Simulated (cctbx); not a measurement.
# Which space group?

Cell: a = 14.1030 Å, b = 5.2870 Å, c = 14.6840 Å, α = 90.00°, β = 90.01°, γ = 90.00°. Expected content of the cell: Ba8 Cu4 Fe4 Cr8 F56.

Simulated single-crystal data (cctbx): Mo Kα, λ = 0.71073 Å, to d = 0.6 Å, 50 % of the full sphere, strongest reflection 40000 counts, noise from counting, a 4 % proportional error and a noise floor of 15 counts (s.d.); no absorption, some extinction.

A first pass over the reflections prints:

```text
10554 reflections to d = 0.600 A
centring   violations  <I/sigma> of those
    A       1945 of  5352      5.9
    B       1945 of  5308      6.0
    C          0 of  5234      0.0
    I       1826 of  5231      5.5
    R       2596 of  7046      6.0
    F       1945 of  7947      4.0
Laue class    unique    Rint  (classes that these axes allow; Friedel mates merged)
C 1 2/m 1        2623   0.031
C 2/m 1 1        2545   0.383
C m m m          1504   0.406
space group    extra absences  I>4sigma  <I/sigma>
C 1 2 1                 0          0         -  acentric
C 1 m 1                 0          0         -  acentric
C 1 c 1               242          0      -0.0  acentric
C 1 n 1               242          0      -0.0  acentric
C 1 2/m 1               0          0         -  centric
C 1 2/c 1             242          0      -0.0  centric
C 1 2/n 1             242          0      -0.0  centric
Wilson B = 1.03 A^2   <|E^2-1|> = 0.876 (0.968 centric, 0.736 acentric)   E^2>4: 3.0 %
shell (A)         n   <I/sigma>
14.69 - 1.20    343     20.0
 1.20 - 0.95    317     18.7
 0.95 - 0.83    334     17.6
 0.83 - 0.76    310     15.9
 0.76 - 0.70    347     14.0
 0.70 - 0.66    306     13.4
 0.66 - 0.63    336     11.4
 0.63 - 0.60    330     10.6
```

**Question.** What are the lattice type, the Laue class and the likely space group?

The reflections that C centring forbids are absent (⟨I/σ⟩ near 0), so the lattice is C.

Rint stays low (0.031) up to C 1 2/m 1 and is 0.383 or more in the other classes.

7 settings pass the absence test. The most absences obeyed, 242, belong to C 1 c 1, C 1 n 1, C 1 2/c 1 and C 1 2/n 1, which absences can't tell apart.

⟨|E²−1|⟩ = 0.876 lies between the two ideal values. The Wilson B of 1.03 Å² means U ≈ 0.0130 Å².

The true group is C2/c (no. 15), Laue class 2/m, centrosymmetric. The tables only narrow the choice to the tied entries; cell content, site symmetry and trial solutions must settle it.

The model is made up (kin elements in a known structure type, no relaxation), so it says nothing on whether the phase exists.

[Logs are printed without paths, hosts, clocks, repeated set-up lines and the standing remarks that a program may print on its own settings, such as how far it seeks lower states.]
